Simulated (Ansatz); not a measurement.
# CrGe2As4 monolayer in a perpendicular field, part 2 of 2

Aim: how the CrGe2As4 monolayer screens a field along its normal, and what the field does to its bands. A positive field points along +c.

Ansatz 0.2.0; plane-wave DFT, PBE-D3(BJ), Ansatz PAW.

So far. Step 7 (Single point, field 0.25 V/Å): The dipole is 0.196 e·Å. Step 8 (Atoms held, field -0.25 V/Å): The dipole is -0.196 e·Å.

### 9. Response, atoms held (continued)

Electrons, planar mean, per unit field. Induced electron density against z:

| z (Å) | induced electron density (e/Å³ per V/Å) |
| --- | --- |
| 4.5 | 1.0e-5 |
| 5.0 | 3.0e-5 |
| 5.5 | 8.7e-5 |
| 6.0 | 2.4e-4 |
| 6.5 | 6.1e-4 |
| 7.0 | 0.00142 |
| 7.5 | 0.00279 |
| 8.0 | 0.00351 |
| 8.5 | 0.00154 |
| 9.0 | 6.9e-4 |
| 9.5 | 5.5e-4 |
| 10.0 | -5.8e-4 |
| 10.5 | -8.5e-4 |
| 11.0 | 4.2e-4 |
| 11.5 | 7.0e-5 |
| 12.0 | -2.0e-4 |
| 12.5 | 7.5e-4 |
| 13.0 | 1.8e-4 |
| 13.5 | -7.7e-4 |
| 14.0 | 4.0e-5 |
| 14.5 | 7.7e-4 |
| 15.0 | -2.8e-4 |
| 15.5 | -7.2e-4 |
| 16.0 | 2.7e-4 |
| 16.5 | -1.3e-4 |
| 17.0 | -3.9e-4 |
| 17.5 | 9.4e-4 |
| 18.0 | 4.6e-4 |
| 18.5 | -5.8e-4 |
| 19.0 | -7.2e-4 |
| 19.5 | -0.00171 |
| 20.0 | -0.00352 |
| 20.5 | -0.00267 |
| 21.0 | -0.00133 |
| 21.5 | -5.6e-4 |
| 22.0 | -2.2e-4 |
| 22.5 | -8.0e-5 |
| 23.0 | -2.8e-5 |
| 23.5 | -9.3e-6 |

By hand: between -0.03 and 0.03 V/Å the dipole changes by 0.04714 e·Å, a slope of 0.7857 e·Å²/V. A perfect conductor of thickness t has p = ε₀AEt, so t = 180.95 × 0.7857 / 11.665 = 12.19 Å (e/ε₀ = 180.95 V·Å, A in Å²).

The induced dipole is that of a conductor 12.19 Å thick.

### 10. A changed input: efield.ramp_width = 0.15

This step: plane-wave DFT, PBE-D3(BJ), Ansatz PAW (Ansatz 0.2.0).

A run with a changed input: it repeats the earlier run at 0.03 V/Å with efield.ramp_width from 0.06 to 0.15.

File input.yaml:

```yaml
crystal:
  lattice:
    - [3.6700855808, 0.0, 0.0]
    - [-1.8350427904, 3.178387347, 0.0]
    - [0.0, 0.0, 27.9587442402]
  atoms:
    - { symbol: As, position: [0.0, 0.0, 0.3219028696], spin: -0.01 }
    - { symbol: Ge, position: [0.3333333333, 0.6666666667, 0.3641099976], spin: 0.01 }
    - { symbol: As, position: [0.3333333333, 0.6666666667, 0.4515311408], spin: -0.11 }
    - { symbol: Cr, position: [0.0, 0.0, 0.5], spin: 2.06 }
    - { symbol: As, position: [0.3333333333, 0.6666666667, 0.5484688592], spin: -0.11 }
    - { symbol: Ge, position: [0.3333333333, 0.6666666667, 0.6358900024], spin: 0.01 }
    - { symbol: As, position: [0.0, 0.0, 0.6780971304], spin: -0.01 }
magnetization:
  spin_polarized: true
kpoints:
  mp_grid: { grid: [12, 12, 1] }
  band_path:
    path: [[0, 0, 0], [0.5, 0, 0], [0.33333333, 0.33333333, 0], [0, 0, 0]]
    npoints: 16
hamiltonian:
  xc: pbe
  dispersion: d3bj
scf:
  occupations: { method: fermi_dirac, width: 0.05 }
  convergence: { dr2_threshold: 1.0e-10 }
efield:
  axis: 3
  dipole_correction: true
  ramp_position: 0.97
  ramp_width: 0.15
  amplitude: 0.03
output:
  write_potential: true
  write_density: true
  volumetric_format: npy
```

Run with:

```bash
$ ansatz run input.yaml --threads 4 --pin off --max-ram 6144MiB --backend cpu --events-out ev --progress --plain --runs-dir out
```

Elapsed: 37 s, on 4 threads of Intel Xeon Platinum 8488C (Sapphire Rapids), shared host; peak memory 1.5 GiB; 2.4 min of CPU time.

Numbers from this step:

| Property | Result |
| --- | --- |
| energy at zero smearing | -31394.5001 eV |
| site moments | -0.006459, 0.009097, -0.1141, 2.063, -0.1142, 0.009165, -0.006476 μB |
| dipole along the normal | 0.02357 e·Å |

Deep bands are left out, so band numbers here count from the lowest band kept and differ from the log's. The electronic bands at the labelled points (eV, zero at the Fermi level; # counts the bands kept):

| point | up #12 | up #13 | up #14 | up #15 | down #9 | down #11 | down #12 | down #13 |
| --- | --- | --- | --- | --- | --- | --- | --- | --- |
| Γ | -0.36 | -0.36 | 1.71 | 1.97 | -0.34 | -0.19 | -0.19 | 0.79 |
| halfway | -1.27 | -1.05 | 0.39 | 1.15 | -1.61 | -0.97 | -0.91 | 0.59 |
| M | -1.59 | -1.51 | -0.66 | -0.03 | -2.18 | -1.39 | -1.04 | -0.04 |
| halfway | -1.43 | -1.37 | -0.88 | -0.28 | -2.29 | -1.80 | -1.25 | 0.40 |
| K | -1.18 | -1.11 | -1.10 | -0.30 | -2.64 | -1.76 | -1.12 | 0.76 |
| halfway | -1.36 | -1.07 | 0.21 | 0.54 | -1.73 | -1.18 | -0.97 | 0.58 |
| Γ | -0.36 | -0.36 | 1.71 | 1.97 | -0.34 | -0.19 | -0.19 | 0.79 |

| quantity | this run | earlier run | difference |
| --- | --- | --- | --- |
| dipole along the normal (e·Å) | 0.02357 | 0.02357 | -3.3e-6 |
| total moment (μB) | 1.950 | 1.950 | 1.6e-8 |

Nothing in the table moves by 0.01 in its unit (for the dipole 0.5 % and 5e-5 e·Å).

### 11. A changed input

This step: plane-wave DFT, PBE-D3(BJ), Ansatz PAW, but for the change named below (Ansatz 0.2.0).

Another changed input: it repeats the earlier run at 0.03 V/Å with scf.convergence.dr2_threshold from 1e-10 to 0.0001 and magnetization from spin_polarized: true removed.

input.yaml, the sections that differ from step 10:

```yaml
crystal:
  lattice:
    - [3.6700855808, 0.0, 0.0]
    - [-1.8350427904, 3.178387347, 0.0]
    - [0.0, 0.0, 27.9587442402]
  atoms:
    - { symbol: As, position: [0.0, 0.0, 0.3219028696] }
    - { symbol: Ge, position: [0.3333333333, 0.6666666667, 0.3641099976] }
    - { symbol: As, position: [0.3333333333, 0.6666666667, 0.4515311408] }
    - { symbol: Cr, position: [0.0, 0.0, 0.5] }
    - { symbol: As, position: [0.3333333333, 0.6666666667, 0.5484688592] }
    - { symbol: Ge, position: [0.3333333333, 0.6666666667, 0.6358900024] }
    - { symbol: As, position: [0.0, 0.0, 0.6780971304] }
scf:
  occupations: { method: fermi_dirac, width: 0.05 }
  convergence: { dr2_threshold: 0.0001 }
efield:
  axis: 3
  dipole_correction: true
  ramp_position: 0.97
  ramp_width: 0.06
  amplitude: 0.03
# kpoints, hamiltonian, output: as in step 10
# magnetization: removed
```

Elapsed: 15 s, on 4 threads; peak memory 1.1 GiB.

| quantity | this run | earlier run | difference |
| --- | --- | --- | --- |
| dipole along the normal (e·Å) | 0.02932 | 0.02357 | 0.0057 |
| total moment (μB) | 0 | 1.950 | -2.0 |

What moves beyond 0.01 in its unit (for the dipole 0.5 % and 5e-5 e·Å): total moment (-1.95 μB) and dipole along the normal (+0.00575 e·Å).

The change shows in the results, which are not taken further.

### 12. Summary of results

| Quantity | Value |
| --- | --- |
| gap without field | none |
| work function, upper face | 4.78 eV |
| equivalent conductor thickness, atoms held | 12.2 Å |

**Reading.** The induced dipole equals that of a perfect conductor 12.19 Å thick, while the outer atoms lie 9.96 Å apart. There is no gap over 0.03 eV, with or without the field. For an open d or f shell that can be the fault of a semilocal functional without a Hubbard term. The magnetic order is the one reached from the typed start; other orders were not compared. Spin-orbit coupling is left out. The outer anions sit over the metal atoms, one of several polytypes of such layers and not the lowest for every compound.

[Logs are printed without paths, hosts, clocks, repeated set-up lines and the standing remarks that a program may print on its own settings, such as how far it seeks lower states.]

[Hosts, paths, dates, database ids (printed as entryN), source tags and the programs' standing remarks are cut or masked in the printed files.]

[Maps of the electrostatic potential energy from Ansatz leave out the sawtooth potential of an applied field or a dipole correction, so their vacuum need not be flat; planar profiles and work functions include it.]
